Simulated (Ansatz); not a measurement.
# How many bands does the GW gap of LiCl (Fm-3m) need?

How do accuracy and time trade against each other in G0W0 on LiCl (Fm-3m)?

Method: G0W0 on PBE, plane waves, PAW; PAW set soft_1, in Ansatz 0.2.0.

## 1. Set-up

The structure is cubic, space group Fm-3m (No. 225). The conventional cell has a = 5.143 Å, b = 5.143 Å, c = 5.143 Å, α = 90.00°, β = 90.00°, γ = 90.00°. Li has 6 Cl at 2.57 Å nearest. Cl has 6 Li at 2.57 Å nearest. Farther neighbours and most contacts between anions are not listed.

The cell and positions come from the Crystallography Open Database and are kept as given unless a step says otherwise.

## 2. 35 empty bands, screening to 60 eV

G0W0 replaces the xc potential by the self-energy, built once from these orbitals. Only a window of levels is corrected, while the sums run over the empty bands that the input names. This step takes PAW set soft_1 files.

Contents of input.yaml:

```yaml
crystal:
  lattice:
    - [0.0, 2.5715, 2.5715]
    - [2.5715, 0.0, 2.5715]
    - [2.5715, 2.5715, 0.0]
  atoms:
    - { symbol: Li, position: [0.0, 0.0, 0.0] }
    - { symbol: Cl, position: [0.5, 0.5, 0.5] }
kpoints:
  mp_grid: { grid: [6, 6, 6] }
hamiltonian:
  xc: pbe
  pseudopotentials: { kind: paw, azcp: { folder: soft_1 } }
scf:
  occupations: { method: fixed }
gw:
  n_empty_bands: 35
  ecut_chi: 60
  qp_bands: [v2, c2]
  qp_kpoints: band_edges
  screening: { model: contour_deformation }
```

Command:

```
> ansatz run input.yaml --threads 24 --pin off --max-ram 82944MiB --backend cuda --events-out ev --progress --plain --runs-dir out --devices 1 --max-vram 78GiB
```

Numbers of over 12 decimals in the logs are rounded to 6 here.

Log:

```text
GPUs: using 1 of 1 available (devices: 1).
Engine: ansatz 0.2.0, aarch64-unknown-linux-gnu
Pseudopotentials: kind: paw
Pseudopotential: Li, paw, valence charge 3, recommended cutoff 420 eV (normal), soft_1/Li.paw.azcp
Pseudopotential: Cl, paw, valence charge 7, recommended cutoff 420 eV (normal), soft_1/Cl.paw.azcp
Functional definition: PBE
  parameter kappa = 0.804
  parameter beta = 0.066725
  exchange = pbe_x(kappa = kappa, mu = beta*pi^2/3)
  correlation = pbe_c(beta = beta)
device memory: the entry about to start is reckoned to put 0.4 GiB on a device that reports 181.8 GiB free (of which the cap on the GPU budget leaves the run 78.0 GiB)
GPU FFT provider: cuFFT
GPU libraries: cuBLAS 13.8.1, cuFFT 12.4.0, cuSOLVER 12.3.2
GPU matrix products: emulated (plane waves: as basis.precision tells), large ones in fixed point in workspaces of 1.00 GiB
Crystal: 2 atoms, lattice volume = 34.009 Å³
Basis set: ecut = 420 eV, 645 PW (Γ)
Bands: 9, of which v1, the nominal top of the filled ones, is band 5 counted from 1 (4 counted from 0)
Symmetry: 48 space group operations
Space group: Fm-3m (ITA 225), of the structure as read, at distance tolerance 3.2e-5 Å
k-points: 16 of 216
Non-local potential: Li, projectors of the file, l = 0: 3, l = 1: 2, l = 2: 1
Non-local potential: Cl, projectors of the file, l = 0: 2, l = 1: 2, l = 2: 1
PAW form: soft (Blöchl's): semilocal exchange-correlation on the pseudo side does not see the compensation charge
PAW one-centre angular grid: Li, 110 points (default); XC on 96 Gauss nodes
PAW one-centre angular grid: Cl, 110 points (default); XC on 64 Gauss nodes
Initial density: superposition of atomic densities (chi_scale 0.1, normalization cell, long waves kept (reshape's long-wave potential 0.00 eV rms))
Initial wavefunctions: pseudopotential atomic-orbital guess
GPU buffer pool allocated for 15625 grid points (all kernels)
GPU transforms: local potential and band sums: pruned to the plane-wave sphere, on 25×25×25
Functional: x = pbe(κ = 0.804, μ = 0.219515), c = pbe(β = 0.066725)
SCF iter   1: F=—  HF=-1287.810735 eV  |F-HF|=—  |Δ(HF+E_count)|=         —  Δρ=2.86e-2  dr2=1.93e-1  ethr=3.10e-3  ⟨swp⟩=4.6  Hψ=977  notcnv=0  defer=24
preconditioner: auto → none  [insulator: Δε(μ)=5.859 eV  Ē_g=13.746 eV  n_scr=8 (ndim 8)  ℏωp=18.0 eV  f_vac=0.000  ε∞_Penn≈2.7]
SCF iter   2: F=—  HF=-1287.825886 eV  |F-HF|=—  |Δ(HF+E_count)|=   1.52e-2  Δρ=1.36e-2  dr2=4.18e-2  ethr=1.93e-3  ⟨swp⟩=2.2  Hψ=313  notcnv=0  defer=27
SCF iter   3: F=—  HF=-1287.835279 eV  |F-HF|=—  |Δ(HF+E_count)|=   9.39e-3  Δρ=2.75e-3  dr2=2.28e-3  ethr=4.18e-4  ⟨swp⟩=2.1  Hψ=231  notcnv=0  defer=28
SCF iter   4: F=—  HF=-1287.834962 eV  |F-HF|=—  |Δ(HF+E_count)|=   3.17e-4  Δρ=4.65e-4  dr2=4.85e-5  ethr=2.28e-5  ⟨swp⟩=2.8  Hψ=238  notcnv=0  defer=30
SCF iter   5: F=—  HF=-1287.835038 eV  |F-HF|=—  |Δ(HF+E_count)|=   7.57e-5  Δρ=8.04e-5  dr2=2.74e-6  ethr=4.85e-7  ⟨swp⟩=2.5  Hψ=253  notcnv=0  defer=28
SCF iter   6: F=-1287.835037 eV  HF=-1287.835037 eV  |F-HF|=3.50e-9  |Δ(HF+E_count)|=   1.00e-6  Δρ=6.66e-6  dr2=1.11e-8  ethr=1.00e-9  ⟨swp⟩=4.6  Hψ=827  notcnv=0
SCF 1 converged in 6 iterations: F = -1287.835037 eV  dr2 = 1.11e-8
  greatest PAW one-centre occupation: 1.000 electrons in one spin orbital (limit 2), on the Li atom at site 0 (counted from 0), in its partial waves of l = 0
device memory: the entry about to start is reckoned to put 0.5 GiB on a device that reports 182.5 GiB free (of which the cap on the GPU budget leaves the run 78.0 GiB)
NSCF: frozen V_eff on 16 k-points, pencils in batches of 32, up to order 36
the band table was solved once the SCF had ended and its energy, with any forces and stress, was formed, with the checks that follow a solve (1133 applications of the Hamiltonian). They found nothing against the state; the energy, forces and stress were not computed again (output.eigenvalues in the input reference)
device memory: the entry about to start is reckoned to put 4.8 GiB on a device that reports 182.5 GiB free (of which the cap on the GPU budget leaves the run 78.0 GiB)
NSCF: frozen V_eff on 16 k-points
G₀W₀ screening: q 1/16
[... further progress lines ...]
device memory: the entry about to start is reckoned to put 0.3 GiB on a device that reports 177.4 GiB free (of which the cap on the GPU budget leaves the run 78.0 GiB)
NSCF: frozen V_eff on 1 k-points
device memory: the entry about to start is reckoned to put 0.3 GiB on a device that reports 177.3 GiB free (of which the cap on the GPU budget leaves the run 78.0 GiB)
NSCF: frozen V_eff on 1 k-points
SCF converged after 6 iterations
Free energy (F): -1287.835037 eV
Harris-Foulkes:  -1287.835037 eV  (|F-HF|=3.50e-9)
Internal energy: -1287.835037 eV  (E = F + TS)
E sigma→0 (E₀):  -1287.835037 eV
Fermi energy:    1.618253 eV
--- Per-component energies (eV) ---
  E_band       = -104.011418
  E_kinetic    = 169.916324
  E_local      = -328.897922  (includes V_loc(G=0)·N_el)
  E_nonlocal   = 11.492121
  E_hartree    = 96.618056
  E_xc         = -117.311627
  E_vxc        = -129.220275  (∫ρ·V_xc dr)
  E_paw        = -683.308123  (= ΣΔE_a)
  E_vpaw       = -20.539386  (= ΣTr[D̂ρ^β])
  E_aug_tail   = 0.000363  (compensation charges beyond the density's cutoff)
  E_ewald      = -436.344230
  E_smearing   = -0.000000  (= −TS)
  E_closure    = 0.000000  (closes the sum)
  Σ components = -1287.835037   (vs F -1287.835037, Δ=0.00e0)
--- Band table (eV; the first three rows and the last of 16) ---
  k-point 0: bands = ["-41.9037", "-11.7518", "1.6183", "1.6183", "1.6183", "7.9053", "13.4050", "13.4050", "13.4050"]
  k-point 1: bands = ["-41.9030", "-11.6236", "0.7677", "1.5501", "1.5501", "8.5953", "12.4373", "13.0087", "13.0087"]
  k-point 2: bands = ["-41.9017", "-11.3455", "-0.5789", "1.4244", "1.4244", "8.6527", "11.5823", "11.5823", "13.2467"]
  k-point 15: bands = ["-41.9002", "-10.9604", "-0.8754", "-0.0107", "0.5619", "10.2794", "10.9610", "12.8709", "12.9691"]
--- G₀W₀: contour deformation, 5 samples at zero and on the imaginary axis and 2 off it, 216 q-points, 35 empty bands' worth ---
  eigenvalues of the whole cell's RPA ε∞ on this k-mesh (on a slab, of 1 + 4πα/V) = 2.7624, 2.7624, 2.7624; static W/v taken at q = 0 is 0.362007
  bands read: the sum over 40 bands ends inside a degenerate multiplet in 2 slots, whose members it reads at an even weight; the widest, k=4: bands 40 to 41 (counted from 1) at 1/2 each
  gw.qp_kpoints: band_edges: 12 of 16 stored k-points solved, in 1 pass; an edge of the gap read off the rows below is read off those points alone
    valence top: of the k-points left out ik 5 came nearest to being solved in a further pass, in band 4 (counted from 1, as in the quasiparticle table): it holds the edge there only if its correction is more favourable than any solved in that band by at least 0.531 eV; those differ by 0.305 eV
    conduction bottom: of the k-points left out ik 11 came nearest to being solved in a further pass, in band 6 (counted from 1, as in the quasiparticle table): it holds the edge there only if its correction is more favourable than any solved in that band by at least 1.808 eV; those differ by 0.326 eV
    ik  band        ε_KS         Σx   Σc(E_QP)       V_xc       Z   E_QP_lin       E_QP  E_QP is
     0     4      1.6183   -21.2758     2.8601   -17.1004  0.8080     0.2873     0.3030  root
     0     5      1.6183   -21.2758     2.8601   -17.1004  0.8080     0.2873     0.3030  root
     0     6      7.9053    -6.2149    -3.4986   -10.6043  0.8481     8.8017     8.7961  root
     0     7     13.4050    -4.5248    -3.7830    -9.7905  0.8362    14.9102    14.8877  root
     1     4      1.5501   -21.2283     2.8723   -17.0257  0.8077     0.2038     0.2199  root
     1     5      1.5501   -21.2283     2.8723   -17.0257  0.8077     0.2038     0.2199  root
     1     6      8.5953    -6.2434    -3.5331   -10.7603  0.8450     9.5862     9.5790  root
     1     7     12.4373    -4.7369    -3.7676    -9.8247  0.8351    13.7747    13.7575  root
     2     4      1.4244   -21.1615     2.8976   -16.9064  0.8070     0.0499     0.0670  root
     2     5      1.4244   -21.1615     2.8976   -16.9064  0.8070     0.0499     0.0670  root
     2     6      8.6527    -4.8774    -3.4498    -9.3258  0.8498     9.6585     9.6513  root
     2     7     11.5823    -3.9795    -3.7069    -9.1030  0.8423    13.0167    12.9989  root
     3     4      1.3663   -21.1398     2.9103   -16.8596  0.8067    -0.0210    -0.0035  root
     3     5      1.3663   -21.1398     2.9103   -16.8596  0.8067    -0.0210    -0.0035  root
     3     6      8.3552    -4.5752    -3.3778    -8.9339  0.8521     9.3428     9.3361  root
     3     7     11.0510    -3.9588    -3.6292    -8.9813  0.8452    12.4606    12.4443  root
     4     4      1.3173   -20.9420     2.9039   -16.6606  0.8067    -0.0779    -0.0601  root
     4     5      1.3173   -20.9420     2.9039   -16.6606  0.8067    -0.0779    -0.0601  root
     4     6      9.0953    -6.8184    -3.5791   -11.4481  0.8407    10.1547    10.1460  root
     4     7     11.9892    -4.0382    -3.6153    -8.8784  0.8427    13.2273    13.2141  root
     6     4      0.7392   -20.2645     2.9608   -15.8237  0.8044    -0.7628    -0.7407  root
     6     5      1.1310   -20.8385     2.9391   -16.4850  0.8057    -0.3026    -0.2834  root
     6     6      9.3234    -5.0520    -3.4567    -9.6038  0.8469    10.4276    10.4185  root
     6     7     10.9062    -4.5855    -3.6244    -9.5694  0.8426    12.2814    12.2657  root
[...]
12     4      0.5330   -20.2753     3.0469   -15.7034  0.8023    -1.0162    -0.9919  root
    12     5      0.5330   -20.2753     3.0469   -15.7034  0.8023    -1.0162    -0.9919  root
    12     6      9.4324    -5.1182    -3.4730    -9.7537  0.8470    10.6053    10.5949  root
    12     7      9.8711    -3.9670    -3.3261    -8.3268  0.8518    10.9125    10.9048  root
    14     4     -0.0878   -19.5250     3.1169   -14.7882  0.7992    -1.7375    -1.7076  root
    14     5      0.8447   -20.5250     2.9750   -16.0801  0.8044    -0.6467    -0.6251  root
    14     6     10.4843    -4.9332    -3.6212    -9.7713  0.8418    11.7136    11.7012  root
    14     7     10.8893    -5.2215    -3.6155   -10.1802  0.8402    12.2480    12.2324  root
```

Wall time 2.6 s (1 × NVIDIA GB200 (shared by 2 runs) with 24 threads of Arm Neoverse V2, shared host); peak memory 1.1 GiB.

Reading the cycles: dr2 is the Hartree energy of the density residual (eV), the measure of convergence; HF is the Harris–Foulkes estimate of the energy, which meets the free energy F at convergence.

Numbers from this step:

```
bands summed                                 : 40
RPA ε∞ on this mesh (eigenvalues)            : 2.762, 2.762, 2.762
plane waves in the screening matrix          : 27
q-points in the mesh                         : 216
G0W0 gap on the mesh                         : 8.493 eV
k of the valence top                         : 0, 0, 0
k of the conduction bottom                   : 0, 0, 0
starting gap on the mesh                     : 6.287 eV
Z at the valence top                         : 0.8080
Z at the conduction bottom                   : 0.8481
least direct G0W0 gap on the computed points : 8.493 eV
```

The gap on the mesh goes from 6.29 eV to 8.49 eV, a correction of +2.21 eV. Between the two edge states, bare exchange in place of the xc potential would open the gap by 8.56 eV, and correlation takes back 6.36 eV.

## 3. 101 empty bands, screening to 120 eV

Bands and screening cutoff are moved together, since each hides the error of the other.

Changes to input.yaml since step 2:

```diff
@@ -16,4 +16,4 @@
 gw:
-  n_empty_bands: 35
-  ecut_chi: 60
+  n_empty_bands: 101
+  ecut_chi: 120
   qp_bands: [v2, c2]
```

Log:

```text
GPUs: using 1 of 1 available (devices: 1).
[...]
GPU FFT provider: cuFFT
GPU libraries: cuBLAS 13.8.1, cuFFT 12.4.0, cuSOLVER 12.3.2
[...]
Crystal: 2 atoms, lattice volume = 34.009 Å³
Basis set: ecut = 420 eV, 645 PW (Γ)
Bands: 9, of which v1, the nominal top of the filled ones, is band 5 counted from 1 (4 counted from 0)
Symmetry: 48 space group operations
[...]
k-points: 16 of 216
[...]
GPU buffer pool allocated for 15625 grid points (all kernels)
[...]
SCF iter   1: F=—  HF=-1287.810735 eV  |F-HF|=—  |Δ(HF+E_count)|=         —  Δρ=2.86e-2  dr2=1.93e-1  ethr=3.10e-3  ⟨swp⟩=4.6  Hψ=977  notcnv=0  defer=24
[...]
SCF iter   6: F=-1287.835037 eV  HF=-1287.835037 eV  |F-HF|=3.50e-9  |Δ(HF+E_count)|=   1.00e-6  Δρ=6.66e-6  dr2=1.11e-8  ethr=1.00e-9  ⟨swp⟩=4.6  Hψ=827  notcnv=0
SCF 1 converged in 6 iterations: F = -1287.835037 eV  dr2 = 1.11e-8
[...]
NSCF: frozen V_eff on 16 k-points, pencils in batches of 32, up to order 36
[...]
NSCF: frozen V_eff on 16 k-points
G₀W₀ screening: q 1/16
[... further progress lines ...]
[...]
SCF converged after 6 iterations
Free energy (F): -1287.835037 eV
[...]
Internal energy: -1287.835037 eV  (E = F + TS)
E sigma→0 (E₀):  -1287.835037 eV
Fermi energy:    1.618253 eV
[...]
--- Band table (eV; the first three rows and the last of 16) ---
[...]
0     4      1.6183   -21.2758     2.5147   -17.1004  0.8008    -0.0679    -0.0424  root
     0     5      1.6183   -21.2758     2.5147   -17.1004  0.8008    -0.0679    -0.0424  root
     0     6      7.9053    -6.2149    -3.6249   -10.6043  0.8456     8.6738     8.6698  root
     0     7     13.4050    -4.5248    -4.0463    -9.7905  0.8334    14.6391    14.6244  root
     1     4      1.5501   -21.2283     2.5299   -17.0257  0.8006    -0.1485    -0.1224  root
     1     5      1.5501   -21.2283     2.5299   -17.0257  0.8006    -0.1485    -0.1224  root
     1     6      8.5953    -6.2434    -3.6854   -10.7603  0.8424     9.4317     9.4267  root
     1     7     12.4373    -4.7369    -3.9995    -9.8247  0.8328    13.5370    13.5257  root
[...]
14     4     -0.0878   -19.5250     2.8523   -14.7882  0.7935    -2.0135    -1.9723  root
    14     5      0.8447   -20.5250     2.6679   -16.0801  0.7980    -0.9645    -0.9322  root
    14     6     10.4843    -4.9332    -3.8202    -9.7713  0.8396    11.5106    11.5021  root
    14     7     10.8893    -5.2215    -3.8318   -10.1802  0.8380    12.0268    12.0162  root
```

Run time: 2.6 s. Hardware: 1 × NVIDIA GB200 (shared by 2 runs) with 24 threads; peak memory 1.1 GiB; 9.5 s of CPU time.

Numbers from this step:

| Property | Result |
| --- | --- |
| bands summed | 106 |
| RPA ε∞ on this mesh (eigenvalues) | 2.751, 2.751, 2.751 |
| plane waves in the screening matrix | 113 |
| q-points in the mesh | 216 |
| G0W0 gap on the mesh | 8.712 eV |
| k of the valence top | 0, 0, 0 |
| k of the conduction bottom | 0, 0, 0 |
| starting gap on the mesh | 6.287 eV |
| Z at the valence top | 0.8008 |
| Z at the conduction bottom | 0.8456 |
| least direct G0W0 gap on the computed points | 8.712 eV |

Against the run with 6×6×6 mesh, 35 empty bands, screening to 60 eV, PAW set soft_1 files, the gap moves by +0.22 eV.

## 4. 218 empty bands, screening to 200 eV

Changes to input.yaml since step 3:

```diff
@@ -16,4 +16,4 @@
 gw:
-  n_empty_bands: 101
-  ecut_chi: 120
+  n_empty_bands: 218
+  ecut_chi: 200.0
   qp_bands: [v2, c2]
```

Log:

```text
GPUs: using 1 of 1 available (devices: 1).
[...]
GPU FFT provider: cuFFT
GPU libraries: cuBLAS 13.8.1, cuFFT 12.4.0, cuSOLVER 12.3.2
[...]
Crystal: 2 atoms, lattice volume = 34.009 Å³
Basis set: ecut = 420 eV, 645 PW (Γ)
Bands: 9, of which v1, the nominal top of the filled ones, is band 5 counted from 1 (4 counted from 0)
Symmetry: 48 space group operations
[...]
k-points: 16 of 216
[...]
1     7     12.4373    -4.7369    -4.0913    -9.8247  0.8322    13.4432    13.4339  root
[...]
14     4     -0.0878   -19.5250     2.6870   -14.7882  0.7920    -2.1872    -2.1376  root
    14     5      0.8447   -20.5250     2.4754   -16.0801  0.7962    -1.1652    -1.1248  root
    14     6     10.4843    -4.9332    -3.9100    -9.7713  0.8390    11.4194    11.4124  root
    14     7     10.8893    -5.2215    -3.9090   -10.1802  0.8373    11.9482    11.9390  root
[key lines of the parts left out:]
SCF converged after 6 iterations
Free energy (F): -1287.835037 eV
Fermi energy:    1.618253 eV
```

Run time: 2.8 s. Hardware: 1 × NVIDIA GB200 (shared by 2 runs) with 24 threads; peak memory 1.2 GiB; 13 s of CPU time.

This step gave:

```
bands summed                                 : 223
RPA ε∞ on this mesh (eigenvalues)            : 2.750, 2.750, 2.750
plane waves in the screening matrix          : 229
G0W0 gap on the mesh                         : 8.836 eV
k of the valence top                         : 0, 0, 0
k of the conduction bottom                   : 0, 0, 0
starting gap on the mesh                     : 6.287 eV
least direct G0W0 gap on the computed points : 8.836 eV
```

Against the run with 6×6×6 mesh, 101 empty bands, screening to 120 eV, PAW set soft_1 files, the gap moves by +0.12 eV.

## 5. Changing the k mesh: 4×4×4 mesh, 101 empty bands, screening to 120 eV, PAW set soft_1 files

A second mesh at equal bands and cutoff isolates the sampling error. Bands and cutoff differ from the step before, so it is read against an earlier run that matches them.

Changes to input.yaml since step 4:

```diff
@@ -9,3 +9,3 @@
 kpoints:
-  mp_grid: { grid: [6, 6, 6] }
+  mp_grid: { grid: [4, 4, 4] }
 hamiltonian:
@@ -16,4 +16,4 @@
 gw:
-  n_empty_bands: 218
-  ecut_chi: 200.0
+  n_empty_bands: 101
+  ecut_chi: 120
   qp_bands: [v2, c2]
```

Log:

```text
GPUs: using 1 of 1 available (devices: 1).
[...]
GPU FFT provider: cuFFT
GPU libraries: cuBLAS 13.8.1, cuFFT 12.4.0, cuSOLVER 12.3.2
[...]
Crystal: 2 atoms, lattice volume = 34.009 Å³
Basis set: ecut = 420 eV, 645 PW (Γ)
Bands: 9, of which v1, the nominal top of the filled ones, is band 5 counted from 1 (4 counted from 0)
Symmetry: 48 space group operations
[...]
k-points: 8 of 64
[...]
1     7     12.2225    -3.9985    -4.0495    -9.2507  0.8354    13.4389    13.4252  root
[...]
6     4      0.5383   -20.3064     2.7866   -15.7016  0.7955    -1.3157    -1.2799  root
     6     5      0.5383   -20.3064     2.7866   -15.7016  0.7955    -1.3157    -1.2799  root
     6     6      9.4344    -5.0914    -3.6786    -9.7515  0.8434    10.4234    10.4159  root
     6     7      9.8742    -3.9316    -3.5479    -8.3232  0.8481    10.7231    10.7179  root
[key lines of the parts left out:]
SCF converged after 6 iterations
Free energy (F): -1287.828807 eV
Fermi energy:    1.624262 eV
```

Elapsed: 1.5 s, on 1 × NVIDIA GB200 (shared by 2 runs) with 24 threads; peak memory 1.1 GiB.

Numbers from this step:

```yaml
bands_summed: 106
rpa_eps_infinity_on_this_mesh_eigenvalues: 2.831, 2.831, 2.831
plane_waves_in_the_screening_matrix: 113
g0w0_gap_on_the_mesh: 8.713 eV
k_of_the_valence_top: 0, 0, 0
k_of_the_conduction_bottom: 0, 0, 0
starting_gap_on_the_mesh: 6.285 eV
least_direct_g0w0_gap_on_the_computed_points: 8.713 eV
```

Against the run with 6×6×6 mesh, 101 empty bands, screening to 120 eV, PAW set soft_1 files, the gap moves by +0.0004 eV.

(Continued in part 2 of 2.)

[Paths, hosts, dates, memory and timing lines, banners, echoed tables and standing remarks are left out of the program output.]

[Logs are printed without paths, hosts, clocks, repeated set-up lines and the standing remarks that a program may print on its own settings, such as how far it seeks lower states.]

[Runs of the session that timed out or met a known fault of the program may be left out.]

[Cells called generated may have been cut or substituted from an entry of the Crystallography Open Database or the Materials Project.]

[Hosts, paths, dates, database ids (printed as entryN), source tags and the programs' standing remarks are cut or masked in the printed files.]
